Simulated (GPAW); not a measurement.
## CrSi2P4 monolayer in an electric field

Aim: the dipole that a field along the normal induces in CrSi2P4 monolayer.

Main program and level: GPAW 26.7.0; GPAW, PAW setups; layer in a repeated cell with vacuum, relaxation of atoms and in-plane cell, in the first sound run; inputs show where later runs differ.

## (1) The structure

The cell holds 7 atoms: 4 P, 2 Si and 1 Cr. Its edges and angles: a = 3.480 Å, b = 3.480 Å, c = 21.752 Å, α = 90.0°, β = 90.0°, γ = 120.0°. Vacuum lies along c.

## (2) Relaxing the atoms

The atoms are relaxed first, since the surface dipole, and with it the work function, follows the positions of the outer layers.

File run.py:

```python
import json
import numpy as np
from ase import Atoms
from ase.filters import FrechetCellFilter
from ase.optimize import BFGS
from gpaw import GPAW, PW

slab = Atoms(
    ['P', 'Si', 'P', 'Cr', 'P', 'Si', 'P'],
    positions=[
        [0.00000, 0.00000, 7.00000],
        [-0.00000, 2.00918, 7.64444],
        [-0.00000, 2.00918, 9.75444],
        [0.00000, 0.00000, 10.87596],
        [-0.00000, 2.00918, 11.99747],
        [-0.00000, 2.00918, 14.10747],
        [0.00000, 0.00000, 14.75191]],
    cell=[[3.48, 0.0, 0.0], [-1.74, 3.01377, 0.0], [0.0, 0.0, 21.7519]],
    pbc=[True, True, True])

slab.calc = GPAW(mode=PW(600), xc='PBE', kpts={'size': (9, 9, 1), 'gamma': True},
                 occupations={'name': 'fermi-dirac', 'width': 0.05}, nbands='200%',
                 convergence={'density': 1e-05}, maxiter=200,
                 symmetry={'tolerance': 1e-3}, txt='slab.txt')
result = {}
# The in-plane cell is free; stress needs a cell that repeats along all three vectors
path = []
opt = BFGS(FrechetCellFilter(slab, mask=[1, 1, 0, 0, 0, 1]), maxstep=0.2)
opt.attach(lambda: path.append((slab.get_potential_energy(), slab.positions.tolist(), slab.get_forces().tolist())))
result['relaxed'] = bool(opt.run(fmax=0.02, steps=45))
result['path'] = path
result['cell'] = slab.cell.tolist()
print('in-plane lattice', slab.cell.cellpar().round(4)[[0, 1, 5]])
energy = slab.get_potential_energy()
fermi = slab.calc.get_fermi_level()
v = slab.calc.get_electrostatic_potential().mean((0, 1)) - fermi
n = slab.calc.get_pseudo_density().mean((0, 1))
L = slab.cell[2, 2]
z = np.arange(len(v)) * L / len(v)
low, high = slab.positions[:, 2].min(), slab.positions[:, 2].max()
below, above = np.interp([low - 4.8, high + 4.8], z, v)
slopes = [np.interp(x, z, np.gradient(v, z)) for x in (low - 4.8, high + 4.8)]
eps = np.array([[slab.calc.get_eigenvalues(k, s) for k in range(len(slab.calc.get_ibz_k_points()))]
                for s in range(slab.calc.get_number_of_spins())]) - fermi
top, bottom = eps[eps < 0].max(), eps[eps > 0].min()
dipole = slab.get_dipole_moment()[2]
print(f'energy {energy:.4f} eV, Fermi level {fermi:.4f} eV, dipole {dipole:.5f} e A')
print(f'potential 4.8 A off the faces, from the Fermi level: lower {below:.4f} eV, upper {above:.4f} eV')
print(f'slope of the potential there: lower {slopes[0]:.5f}, upper {slopes[1]:.5f} eV/A')
print(f'nearest levels on the mesh: {top:.4f} and {bottom:.4f} eV')
print('magnetic moment', round(slab.get_magnetic_moment(), 3))
result.update(energy=energy, fermi=fermi, dipole=dipole, below=below, above=above, slopes=slopes, edges=[top, bottom],
              z=z.tolist(), v=v.tolist(), n=n.tolist(), positions=slab.positions.tolist(),
              forces=slab.get_forces(apply_constraint=False).tolist(), moments=slab.get_magnetic_moments().tolist())
json.dump(result, open('result.json', 'w'))
```

Launch:

```sh
$ OMP_NUM_THREADS=1 OPENBLAS_NUM_THREADS=1 python run.py
```

What it wrote:

```text
Step          Energy          fmax
BFGS:    0      -40.378180        3.646337
BFGS:    1      -40.789179        3.267258
BFGS:    2      -41.797709        1.706934
BFGS:    3      -42.138775        2.293980
BFGS:    4      -42.339666        1.896361
BFGS:    5      -42.699244        0.864051
BFGS:    6      -42.812916        0.756133
BFGS:    7      -42.861277        0.709160
BFGS:    8      -42.905852        0.628630
BFGS:    9      -42.955220        0.500913
BFGS:   10      -42.996520        0.774772
BFGS:   11      -43.031679        0.713868
BFGS:   12      -43.054601        0.332962
BFGS:   13      -43.060912        0.119326
BFGS:   14      -43.061900        0.017997
in-plane lattice [  3.4139   3.4139 120.    ]
energy -43.0612 eV, Fermi level 1.3977 eV, dipole 0.00031 e A
potential 4.8 A off the faces, from the Fermi level: lower 5.2017 eV, upper 5.2012 eV
slope of the potential there: lower 0.00008, upper 0.00025 eV/A
nearest levels on the mesh: -0.1913 and 0.1567 eV
magnetic moment 0.0
```

Elapsed: 18 min, on 1 thread of Arm Neoverse V2, shared host; peak memory 0.5 GiB.

This run has no spin polarisation, although Cr can carry a moment.

Numbers from this step:

| Property | Result |
| --- | --- |
| dipole along the normal | 3.13e-4 e·Å |
| levels nearest the Fermi level on the mesh | -0.1913, 0.1567 eV from the Fermi level |

Electrostatic potential energy of an electron (without an applied field's), less the Fermi level, planar mean against z:

```
z (Å)  electrostatic potential energy of an electron (without an applied field's), less the Fermi level, planar mean (eV)
  0.0                                                                                                                5.20
  0.5                                                                                                                5.20
  1.0                                                                                                                5.20
  1.5                                                                                                                5.20
  2.0                                                                                                                5.20
  2.5                                                                                                                5.20
  3.0                                                                                                                5.20
  3.5                                                                                                                5.19
  4.0                                                                                                                5.13
  4.5                                                                                                                4.90
  5.0                                                                                                                3.89
  5.5                                                                                                              -0.166
  6.0                                                                                                               -11.4
  6.5                                                                                                               -13.2
  7.0                                                                                                               -11.9
  7.5                                                                                                               -10.7
  8.0                                                                                                               -1.61
  8.5                                                                                                                1.46
  9.0                                                                                                               -3.12
  9.5                                                                                                               -13.1
 10.0                                                                                                               -7.63
 10.5                                                                                                               -8.53
 11.0                                                                                                               -11.9
 11.5                                                                                                               -6.19
 12.0                                                                                                               -11.8
 12.5                                                                                                               -8.67
 13.0                                                                                                               0.251
 13.5                                                                                                               0.812
 14.0                                                                                                               -5.76
 14.5                                                                                                               -13.2
 15.0                                                                                                               -11.0
 15.5                                                                                                               -15.1
 16.0                                                                                                               -4.95
 16.5                                                                                                                2.49
 17.0                                                                                                                4.56
 17.5                                                                                                                5.05
 18.0                                                                                                                5.17
 18.5                                                                                                                5.19
 19.0                                                                                                                5.20
 19.5                                                                                                                5.20
 20.0                                                                                                                5.20
 20.5                                                                                                                5.20
 21.0                                                                                                                5.20
 21.5                                                                                                                5.20
```

The pseudo valence density, planar mean by z:

```
z (Å)  pseudo valence density, planar mean (e/Å³)
  2.5                                      4.3e-5
  3.0                                      1.8e-4
  3.5                                      7.7e-4
  4.0                                     0.00331
  4.5                                      0.0146
  5.0                                      0.0606
  5.5                                       0.191
  6.0                                       0.293
  6.5                                       0.404
  7.0                                       0.369
  7.5                                       0.212
  8.0                                       0.168
  8.5                                       0.162
  9.0                                       0.244
  9.5                                       0.286
 10.0                                       0.397
 10.5                                       0.428
 11.0                                       0.492
 11.5                                       0.407
 12.0                                       0.344
 12.5                                       0.275
 13.0                                       0.196
 13.5                                       0.155
 14.0                                       0.190
 14.5                                       0.267
 15.0                                       0.433
 15.5                                       0.322
 16.0                                       0.267
 16.5                                       0.114
 17.0                                      0.0306
 17.5                                     0.00716
 18.0                                     0.00165
 18.5                                      3.8e-4
 19.0                                      8.8e-5
 19.5                                      2.0e-5
```

The relaxation lowered the energy of the cell by 2.70 eV (energies extrapolated to zero smearing; the optimiser's log prints free energies). The largest force left on a free atom is 0.018 eV/Å.

## (3) Plane waves, PBE

With the geometry fixed, the planar mean of the potential gives the vacuum level on each side.

This step: GPAW, PAW setups; slab in vacuum (GPAW 26.7.0).

The cell differs from the one that the last finished run ended in (c 21.752 → 23.302 Å).

Edit run.py of step 2 so:

```diff
@@ -3,4 +3,2 @@
 from ase import Atoms
-from ase.filters import FrechetCellFilter
-from ase.optimize import BFGS
 from gpaw import GPAW, PW
@@ -10,25 +8,18 @@
     positions=[
-        [0.00000, 0.00000, 7.00000],
-        [-0.00000, 2.00918, 7.64444],
-        [-0.00000, 2.00918, 9.75444],
-        [0.00000, 0.00000, 10.87596],
-        [-0.00000, 2.00918, 11.99747],
-        [-0.00000, 2.00918, 14.10747],
-        [0.00000, 0.00000, 14.75191]],
-    cell=[[3.48, 0.0, 0.0], [-1.74, 3.01377, 0.0], [0.0, 0.0, 21.7519]],
-    pbc=[True, True, True])
+        [-0.00000, -0.00000, 7.00000],
+        [-0.00000, 1.97099, 8.06028],
+        [-0.00000, 1.97099, 10.33256],
+        [-0.00000, 0.00000, 11.65094],
+        [-0.00000, 1.97099, 12.96932],
+        [-0.00000, 1.97099, 15.24160],
+        [0.00000, -0.00000, 16.30188]],
+    cell=[[3.41385, -0.0, 0.0], [-1.70693, 2.95649, 0.0], [0.0, 0.0, 23.3019]],
+    pbc=[True, True, False])
 
-slab.calc = GPAW(mode=PW(600), xc='PBE', kpts={'size': (9, 9, 1), 'gamma': True},
+slab.calc = GPAW(mode=PW(400), xc='PBE', kpts={'size': (9, 9, 1), 'gamma': True},
                  occupations={'name': 'fermi-dirac', 'width': 0.05}, nbands='200%',
                  convergence={'density': 1e-05}, maxiter=200,
+                 poissonsolver={'dipolelayer': 'xy'},
                  symmetry={'tolerance': 1e-3}, txt='slab.txt')
 result = {}
-# The in-plane cell is free; stress needs a cell that repeats along all three vectors
-path = []
-opt = BFGS(FrechetCellFilter(slab, mask=[1, 1, 0, 0, 0, 1]), maxstep=0.2)
-opt.attach(lambda: path.append((slab.get_potential_energy(), slab.positions.tolist(), slab.get_forces().tolist())))
-result['relaxed'] = bool(opt.run(fmax=0.02, steps=45))
-result['path'] = path
-result['cell'] = slab.cell.tolist()
-print('in-plane lattice', slab.cell.cellpar().round(4)[[0, 1, 5]])
 energy = slab.get_potential_energy()
```

What it wrote:

```text
energy -43.0234 eV, Fermi level 0.9592 eV, dipole -0.00029 e A
potential 4.8 A off the faces, from the Fermi level: lower 5.1982 eV, upper 5.2045 eV
slope of the potential there: lower -0.00008, upper 0.00008 eV/A
nearest levels on the mesh: -0.1917 and 0.1569 eV
magnetic moment 0.0
```

Wall time 34 s (1 thread); peak memory 0.21 GiB.

This step gave:

```yaml
dipole_along_the_normal: -2.86e-4 e·Å
levels_nearest_the_fermi_level_on_the_mesh: -0.1917, 0.1569 eV from the Fermi level
upper_work_function: 5.205 eV
lower_work_function: 5.198 eV
```

The electrostatic potential energy of an electron (without an applied field's), less the Fermi level, planar mean oscillates, so the rows of the table below give means over windows of 1.73 Å about each position, cut where the curve ends. Its maxima inside the range that stand out by 2 % of the span (Å: eV): 7.6: -10.9, 9.3: 1.48, 11.0: -6.12, 12.3: -6.12, 14.0: 1.48, 15.8: -10.9. Its minima: 7.0: -15.1, 8.0: -13.2, 10.4: -13.5, 11.7: -12.6, 12.9: -13.5, 15.3: -13.2, 16.3: -15.1.

Table of electrostatic potential energy of an electron (without an applied field's), less the Fermi level, planar mean by z; means over each step:

```
z (Å)  electrostatic potential energy of an electron (without an applied field's), less the Fermi level, planar mean (eV)
 0.86                                                                                                                5.20
 2.59                                                                                                                5.20
 4.32                                                                                                                5.15
 6.05                                                                                                              -0.390
 7.78                                                                                                               -11.5
 9.51                                                                                                               -3.33
11.24                                                                                                               -9.60
12.97                                                                                                               -7.49
14.70                                                                                                               -5.36
16.43                                                                                                               -8.39
18.16                                                                                                                4.70
19.89                                                                                                                5.20
21.62                                                                                                                5.20
```

The pseudo valence density, planar mean by z:

```
z (Å)  pseudo valence density, planar mean (e/Å³)
    3                                      1.8e-5
    4                                      3.6e-4
    5                                     0.00662
    6                                       0.108
    7                                       0.322
    8                                       0.276
    9                                       0.156
   10                                       0.272
   11                                       0.407
   12                                       0.435
   13                                       0.290
   14                                       0.165
   15                                       0.211
   16                                       0.414
   17                                       0.199
   18                                      0.0163
   19                                      8.3e-4
   20                                      4.7e-5
```

The potential is flat to 7.6e-5 eV/Å where it is read, so the vacuum is wide enough.

(Continued in part 2 of 3.)

[Logs are printed without paths, hosts, clocks, repeated set-up lines and the standing remarks that a program may print on its own settings, such as how far it seeks lower states.]

[Hosts, paths, dates, database ids (printed as entryN), source tags and the programs' standing remarks are cut or masked in the printed files.]
